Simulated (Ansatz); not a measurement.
## Y3GaC (Pm-3m): following an unstable mode

Aim: this structure of Y3GaC (Pm-3m) is to be tested for unstable modes, and one is followed downhill.

Calculated with Ansatz 0.2.0; DFT PBEsol, scalar-relativistic, plane waves, PAW; PAW set soft_1.

Most raw output is cut from this account.

## (1) The structure

Symmetry: Pm-3m, No. 221, cubic system. The conventional cell has a = 4.806 Å, b = 4.806 Å, c = 4.806 Å, α = 90.00°, β = 90.00°, γ = 90.00°. Nearest to Y lie 2 C at 2.40 Å and 4 Ga at 3.40 Å and 8 Y at 3.40 Å. Nearest to Ga lie 12 Y at 3.40 Å. C has 6 Y at 2.40 Å nearest. Farther neighbours are not listed.

## (2) The dispersion

The cell comes from relaxations at this level that are not shown. Stability and thermal properties need the whole zone. Linear response on a 2×2×2 q mesh gives force constants as far as a supercell of that size would.

File input.yaml:

```yaml
crystal:
  lattice:
    - [4.8062686968, 0.0, 0.0]
    - [0.0, 4.8062686968, 0.0]
    - [0.0, 0.0, 4.8062686968]
  atoms:
    - { symbol: "Y", position: [0.5, 0.0, 0.5] }
    - { symbol: "Y", position: [0.5, 0.5, 0.0] }
    - { symbol: "Y", position: [0.0, 0.5, 0.5] }
    - { symbol: Ga, position: [0.0, 0.0, 0.0] }
    - { symbol: C, position: [0.5, 0.5, 0.5] }
kpoints:
  mp_grid: { grid: [8, 8, 8] }
hamiltonian:
  xc: pbesol
  pseudopotentials: { kind: paw, azcp: { folder: soft_1 }, xc_functional: pbe }
scf:
  occupations: { method: methfessel_paxton, width: 0.2 }
output:
  eigenvalues: true
phonons:
  method: dfpt
  qmesh: [2, 2, 2]
  temperatures: { t_max: 1000, t_step: 50 }
  qpath:
    path:
      - [[0.0, 0.0, 0.0], [0.0, 0.5, 0.0], [0.5, 0.5, 0.0], [0.0, 0.0, 0.0], [0.5, 0.5, 0.5], [0.0, 0.5, 0.0]]
      - [[0.5, 0.5, 0.5], [0.5, 0.5, 0.0]]
    npoints: 10
```

Started as:

```sh
$ ansatz run input.yaml --threads 4 --pin off --max-ram 10240MiB --backend cpu --events-out ev --progress --plain --runs-dir out
```

Wall time 4.2 min (4 threads of Intel Xeon Platinum 8488C (Sapphire Rapids), shared host); peak memory 1.4 GiB; 15 min of CPU time.

Numbers from this step:

| Property | Result |
| --- | --- |
| volume per atom | 22.21 Å³ |
| gap on the k-mesh | 0 eV |
| sum-rule residual before enforcement | 9.78e-5 eV/Å² |
| lowest frequency on the path | -44.18 cm⁻¹ |
| point group | m-3m |
| highest frequency on the path or at a solved wavevector | 527.7 cm⁻¹ |
| highest optical mode at the zone centre (no LO-TO term) | 290.1 cm⁻¹ |
| lowest optical zone-centre mode | 85.53 cm⁻¹ |
| lowest mode on the q mesh (acoustic modes at Γ apart) | -44.18 cm⁻¹ |

Frequencies (cm⁻¹) solved at each irreducible wavevector; negative means imaginary. Frequencies by wavevector, by row:

```
q in reciprocal lattice units  star  mode 1  mode 2  mode 3  mode 4  mode 13  mode 14  mode 15
                        0 0 0     1       0       0       0    85.5    290.1    290.1    290.1
                     0 0 -0.5     3    75.4    75.4    87.9    87.9    381.9    381.9    527.7
                  0 -0.5 -0.5     3   -37.4      94     102     102    396.5    505.1    505.1
               -0.5 -0.5 -0.5     1   -44.2   -44.2   -44.2    95.8    515.7    515.7    515.7
```

Interpolated from a 2×2×2 q mesh. The phonon branches at the labelled points (cm⁻¹):

```
    point  branch 1  branch 2  branch 3  branch 4  branch 12  branch 13  branch 14  branch 15
        Γ         0         0         0        86        201        290        290        290
  halfway        55        55        83        89        215        339        339        424
        X        75        75        88        88        223        382        382        528
  halfway        42        91        91        93        240        389        447        516
        M       -37        94       102       102        257        396        505        505
  halfway        53        75        85        91        228        365        435        435
        Γ         0         0         0        86        201        290        290        290
  halfway        51        59        59        95        239        444        444        444
        R       -44       -44       -44        96        282        516        516        516
  halfway        30        57        59        95        253        452        453        513
        X        75        75        88        88        223        382        382        528
jump to R       -44       -44       -44        96        282        516        516        516
  halfway       -41        44        44        95        268        458        510        510
        M       -37        94       102       102        257        396        505        505
```

Symmetry leaves 4 wavevectors to solve. The lowest mode among them, the acoustic zeros apart, lies at q = (-0.5, -0.5, -0.5) and is imaginary, 44.2i cm⁻¹, so the energy falls along it.

## (3) The mode frozen in, largest atomic shift 0 Å

The mode followed lies at q = (-0.5, -0.5, -0.5) with frequency 44.2i cm⁻¹ and is 3-fold degenerate, the softest among the wavevectors solved. At small amplitude the distorted cell has space group no. 74 by a symmetry search on the positions. The undistorted cell that holds it gives the zero of energy on the same k mesh.

System of this step: Y3GaC. It takes space group Pm-3m (No. 221, cubic). The conventional cell has a = 4.806 Å, b = 4.806 Å, c = 4.806 Å, α = 90.00°, β = 90.00°, γ = 90.00°. Y has 2 C at 2.40 Å and 8 Y at 3.40 Å and 4 Ga at 3.40 Å nearest. Nearest to Ga lie 12 Y at 3.40 Å. Nearest to C lie 6 Y at 2.40 Å. Farther neighbours are not listed.

input.yaml, the sections that differ from step 2:

```yaml
crystal:
  lattice:
    - [4.8062686968, 4.8062686968, 0.0]
    - [4.8062686968, 0.0, 4.8062686968]
    - [4.8062686968, 0.0, -4.8062686968]
  atoms:
    - { symbol: "Y", position: [0.0, 1.0, 0.5] }
    - { symbol: "Y", position: [0.0, 0.5, 0.0] }
    - { symbol: "Y", position: [0.5, 0.0, 1.0] }
    - { symbol: "Y", position: [0.5, 0.5, 0.5] }
    - { symbol: "Y", position: [0.5, 0.0, 0.5] }
    - { symbol: "Y", position: [0.5, 0.5, 0.0] }
    - { symbol: Ga, position: [0.0, 0.5, 0.5] }
    - { symbol: Ga, position: [0.0, 0.0, 0.0] }
    - { symbol: C, position: [0.5, 0.25, 0.75] }
    - { symbol: C, position: [0.5, 0.75, 0.25] }
output:
  forces: true
  stress: true
  eigenvalues: true
# kpoints, hamiltonian, scf: as in step 2
# phonons: removed
```

Wall time 5.6 s (4 threads); peak memory 0.86 GiB.

This step gave:

```
pressure                         : -0.008396 GPa
energy from the undistorted cell : 0 meV/atom
```

The run ends at a pressure of -0.01 GPa.

## (4) The mode frozen in, largest atomic shift 0.32 Å

The atoms are moved along the unstable eigenvector, the largest shift by 0.32 Å, with the cell fixed.

input.yaml, the sections that differ from step 3:

```yaml
crystal:
  lattice:
    - [4.8062686968, 4.8062686968, 0.0]
    - [4.8062686968, 0.0, 4.8062686968]
    - [4.8062686968, 0.0, -4.8062686968]
  atoms:
    - { symbol: "Y", position: [0.0, 0.976460516, 0.523539484] }
    - { symbol: "Y", position: [0.0, 0.523539484, -0.023539484] }
    - { symbol: "Y", position: [0.452921032, 0.047078968, 1.047078968] }
    - { symbol: "Y", position: [0.547078968, 0.452921032, 0.452921032] }
    - { symbol: "Y", position: [0.5, -0.023539484, 0.523539484] }
    - { symbol: "Y", position: [0.5, 0.523539484, -0.023539484] }
    - { symbol: Ga, position: [0.0, 0.5, 0.5] }
    - { symbol: Ga, position: [0.0, 0.0, 0.0] }
    - { symbol: C, position: [0.5, 0.25, 0.75] }
    - { symbol: C, position: [0.5, 0.75, 0.25] }
# kpoints, hamiltonian, scf, output: as in step 3
```

Run time: 20 s. Hardware: 4 threads; peak memory 1.2 GiB.

Numbers from this step:

| Item | Value |
| --- | --- |
| pressure | -0.3804 GPa |
| energy from the undistorted cell | -7.752 meV/atom |

The energy, extrapolated to zero smearing, is -7.75 meV/atom against the undistorted cell.

The run ends at a pressure of -0.38 GPa, with forces up to 0.088 eV/Å.

## (5) Energy along the mode, all amplitudes (two of the runs are shown above)

An imaginary frequency means negative curvature, so the energy should fall and then rise again as anharmonic terms take over.

This step gave:

- depth at the lowest point sampled: 7.752 meV/atom
- largest atomic shift at that point: 0.32 Å

The energy from the parent by largest atomic shift:

```
largest atomic shift (Å)  energy from the parent (meV/atom)
                   0.000                                  0
                   0.040                             -0.203
                   0.080                             -0.793
                   0.140                              -2.28
                   0.220                              -4.89
                   0.320                              -7.75
                   0.450                              -6.79
                   0.600                               10.4
```

Displacement at unit largest shift by atom:

```
atom   x (Å)   y (Å)   z (Å)   size
  Y1   0.000   0.000  -0.707  0.707
  Y2   0.000   0.000   0.707  0.707
  Y3   0.707  -0.707   0.000  1.000
  Y4  -0.707   0.707   0.000  1.000
  Y5   0.000   0.000  -0.707  0.707
  Y6   0.000   0.000   0.707  0.707
 Ga7   0.000   0.000   0.000  0.000
 Ga8   0.000   0.000   0.000  0.000
  C9   0.000   0.000   0.000  0.000
 C10   0.000   0.000   0.000  0.000
```

The lowest of the steps tried is at 0.32 Å, 7.75 meV/atom below the parent; the bottom of the well need not coincide with a step.

## (6) Relaxation from the frozen mode

Starting from the lowest point found, all atoms and the cell are let go, so that strain and other modes of the same symmetry can join in.

input.yaml: that of step 4 with these lines changed.

```diff
@@ -27 +27,6 @@
   eigenvalues: true
+relax:
+  adjacent_minimum: "off"
+  f_tol: 0.002
+  max_steps: 120
+  cell: { stress_tol: 0.03 }
```

Wall time 1.7 min (4 threads); peak memory 1.3 GiB.

The steps of the relaxation:

```
step  energy less that of the first step (eV)  largest force component (eV/Å)  pressure (GPa)  volume (Å³)
   1                                   0.0000                          0.0621           -0.38       222.05
   2                                  -0.0081                          0.0739            0.38       219.89
   3                                  -0.0097                          0.1222            0.34       219.92
   4                                  -0.0145                          0.0408            0.14       220.36
   5                                  -0.0167                          0.0102            0.03       220.44
   6                                  -0.0169                          0.0008            0.00       220.58
  7*                                  -0.0166                          0.0008            0.00       220.58
```

Relaxation steps marked * repeat the geometry before them on a plane-wave basis chosen anew for their cell, so energy and pressure can jump there.

The run keeps the 8 symmetry operations that it works with, so distortions that break them were not tested.

```
conventional cell, symmetrised  before  after  change
                         a (Å)   6.797  6.803  +0.1 %
                         b (Å)   9.613  9.571  -0.4 %
                         c (Å)   6.797  6.775  -0.3 %
              volume (Å³/atom)   22.21  22.06  -0.7 %
```

The atoms that moved most (Å, as changes of fractional coordinates times the final cell):

```
atom      dx      dy      dz  length
  Y3   0.055  -0.055   0.000   0.077
  Y4  -0.055   0.055   0.000   0.077
  Y6   0.000   0.000   0.059   0.059
  Y2   0.000   0.000   0.059   0.059
  Y1   0.000   0.000  -0.059   0.059
  Y5   0.000   0.000  -0.059   0.059
 Ga8  -0.030   0.030   0.000   0.042
 Ga7   0.030  -0.030   0.000   0.042
```

The relaxed structure:

```
Y Ga C
1.0
     4.81062    4.81062    0.00000
     4.80072    0.00991    4.78557
     4.80072    0.00991   -4.78557
Y Ga C
6 2 2
Direct
  0.00000 0.97031 0.52969
  0.00000 0.52969 0.97031
  0.44150 0.05850 0.05850
  0.55850 0.44150 0.44150
  0.50000 0.97031 0.52969
  0.50000 0.52969 0.97031
  0.99382 0.50618 0.50618
  0.00618 0.99382 0.99382
  0.50000 0.25000 0.75000
  0.50000 0.75000 0.25000
```

Numbers from this step:

* pressure: -0.004602 GPa
* volume per atom: 22.06 Å³

The distorted start has space group Imma; the relaxation ends in Imma.

## (7) The new phase in its own primitive cell

The relaxed structure is symmetrised, reduced to its primitive cell and relaxed tightly, as its phonons need.

input.yaml, the sections that differ from step 6:

```yaml
crystal:
  lattice:
    - [-3.4016243819, 4.7855683501, 3.3876126473]
    - [3.4016243819, -4.7855683501, 3.3876126473]
    - [3.4016243819, 4.7855683501, -3.3876126473]
  atoms:
    - { symbol: "Y", position: [0.2796945268, 0.0, 0.7796945268] }
    - { symbol: "Y", position: [0.7203054732, 0.0, 0.2203054732] }
    - { symbol: "Y", position: [0.8084988631, 0.5584988631, 0.25] }
    - { symbol: "Y", position: [0.1915011369, 0.4415011369, 0.75] }
    - { symbol: "Y", position: [0.2796945268, 0.5, 0.2796945268] }
    - { symbol: "Y", position: [0.7203054732, 0.5, 0.7203054732] }
    - { symbol: Ga, position: [0.2561836351, 0.0061836351, 0.25] }
    - { symbol: Ga, position: [0.7438163649, 0.9938163649, 0.75] }
    - { symbol: C, position: [0.5, 0.5, 0.0] }
    - { symbol: C, position: [0.0, 0.5, 0.5] }
relax:
  adjacent_minimum: "off"
  f_tol: 0.001
  max_steps: 60
  cell: { stress_tol: 0.01 }
# kpoints, hamiltonian, scf, output: as in step 6
```

Wall time 59 s (4 threads); peak memory 1.3 GiB; 3.8 min of CPU time.

Little changed from the start: no atom moved by 0.005 Å and no cell edge by 0.1 %.

This step gave:

```
pressure : -2.04e-4 GPa
```

The largest force component left is 0.83 meV/Å and the pressure is 0.000 GPa, within the tolerances set. The cell now holds 22.06 Å³/atom.

## (8) Modes of the new phase

A relaxed structure may still be a saddle point, so its zone-centre modes are computed. No field response is asked, since the mesh shows no gap.

File input.yaml:

```yaml
crystal:
  lattice:
    - [-3.4020082263, 4.7854168019, 3.3871482973]
    - [3.4020082263, -4.7854168019, 3.3871482973]
    - [3.4020082263, 4.7854168019, -3.3871482973]
  atoms:
    - { symbol: "Y", position: [0.2797070744, 0.0, 0.7797070744] }
    - { symbol: "Y", position: [0.7202929256, 0.0, 0.2202929256] }
    - { symbol: "Y", position: [0.8085227514, 0.5585227514, 0.25] }
    - { symbol: "Y", position: [0.1914772486, 0.4414772486, 0.75] }
    - { symbol: "Y", position: [0.2797070744, 0.5, 0.2797070744] }
    - { symbol: "Y", position: [0.7202929256, 0.5, 0.7202929256] }
    - { symbol: Ga, position: [0.2561977481, 0.0061977481, 0.25] }
    - { symbol: Ga, position: [0.7438022519, 0.9938022519, 0.75] }
    - { symbol: C, position: [0.5, 0.5, 0.0] }
    - { symbol: C, position: [0.0, 0.5, 0.5] }
kpoints:
  mp_grid: { grid: [8, 8, 8] }
hamiltonian:
  xc: pbesol
  pseudopotentials: { kind: paw, azcp: { folder: soft_1 }, xc_functional: pbe }
scf:
  occupations: { method: methfessel_paxton, width: 0.2 }
output:
  eigenvalues: true
phonons:
  method: dfpt
```

It took 14 min on 4 threads; peak memory 8.2 GiB.

The run was cut off at the time limit after its SCF cycle had converged; no result of it is taken.

The program's message: “Warning: R”

## (9) Results

- unstable mode of the parent: q = (-0.5, -0.5, -0.5), 44i cm⁻¹
- depth at the lowest point sampled: 7.75 meV/atom
- largest atomic shift at that point: 0.32 Å
- space group reached (within 0.01 Å): Imma
- energy gained over the parent (first relaxation, on the mesh of the frozen mode): 9.30 meV/atom
- volume per atom, phase reached: 22.1 Å³

Along this mode the structure falls into Imma, 9.30 meV/atom below the parent. At the parent's cell the well is 7.752 meV/atom deep on the steps tried, with its lowest point at a shift of 0.32 Å. Relaxing atoms and cell changes the gain by +1.55 meV/atom against the lowest step (energies at zero smearing). The modes of the phase reached were not computed on this path. Of the 4 patterns followed to their end from this parent, this one ends 0.234 meV/atom above the lowest, R-3c. Another end point lies within 1 meV/atom; how such a difference moves with mesh and cutoff was not tested. Each path keeps the symmetry of its pattern, so a lower phase may lie along a pattern not tried. With no gap, or one that is small against the smearing, the frequencies hang on the k mesh and the smearing, most of all near Kohn anomalies. The PAW files were made for PBE and serve the other functionals too.

[Logs are printed without paths, hosts, clocks, repeated set-up lines and the standing remarks that a program may print on its own settings, such as how far it seeks lower states.]

[Hosts, paths, dates, database ids (printed as entryN), source tags and the programs' standing remarks are cut or masked in the printed files.]
